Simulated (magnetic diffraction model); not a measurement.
## Magnetic neutron pattern of TbP₂W₂

Space group I4/mmm (no. 139), a = 4.2870 Å, c = 10.3300 Å.

| site | atom | x | y | z |
| --- | --- | --- | --- | --- |
| 4d | W | 0 | 1/2 | 1/4 |
| 2a | Tb | 0 | 0 | 0 |
| 4e | P | 0 | 0 | 0.3686 |

This is a made-up structure (elements placed in a structure type, unrelaxed), so the numbers test the method and describe no known phase.

Only Tb is taken to order (form factors of Tb3+); orders and moment sizes are assumed, and not adapted to the symmetry. Radiation: neutrons of λ = 2.41 Å, 5° to 100°; isotropic B of 0.2 Å² (W), 0.2 Å² (Tb) and 0.26 Å² (P). The intensities are simulated: I ∝ L Σ (|F_N|² + |F_M⊥|²) for unpolarised neutrons, with F_M = 2.695 fm/μB × Σ f(s) S exp(2πi Q·r) exp(−B s²) at Q = H ± k (one set where k and −k are equivalent), only the part normal to Q counting and L = 1/(sin²θ cos θ). For collinear order S is the moment m, which repeats by lattice and centring translations R with the sign exp(−2πi k·R). Form factors are spin-only for 3d ions and dipole or tabulated for f ions, scattering lengths are Sears's of 1992, and absorption is left out. A label names one of the reflections at its angle. The strongest nuclear line in the range is 100, and lines under 0.2 are left out.

Assume the order k = (0 0 0), collinear moments along [001], 5.78 μB on Tb.

Predict the pattern, nuclear and magnetic parts apart.

```tsv
2θ (°)	index	nuclear	magnetic
26.98	(0 0 2)	3.4	0.0
35.44	(1 0 1)	0.1	141.7
46.84	(1 1 0)	15.2	45.0
53.34	(1 0 3)	93.4	26.4
54.89	(1 1 2)	99.1	46.9
55.63	(0 0 4)	4.5	0.0
68.41	(2 0 0)	100.0	19.1
74.98	(2 0 2)	2.4	26.5
75.61	(1 1 4)	36.3	12.8
79.47	(2 1 1)	0.1	52.9
80.70	(1 0 5)	36.9	5.0
92.01	(2 1 3)	91.2	30.8
93.87	(2 0 4)	9.3	11.5
```

The strongest magnetic line in the range is (1 0 1) at 35.44° (141.7). On top of the Lorentz factor, which all lines share, magnetic lines fade with angle because f falls: for Tb3+ it is 0.95, 0.82, 0.66 and 0.36 at sin θ/λ = 0.1, 0.2, 0.3 and 0.5 Å⁻¹, while nuclear lengths stay constant. The net moment is 5.78 μB a primitive cell.

[Logs are printed without paths, hosts, clocks, repeated set-up lines and the standing remarks that a program may print on its own settings, such as how far it seeks lower states.]
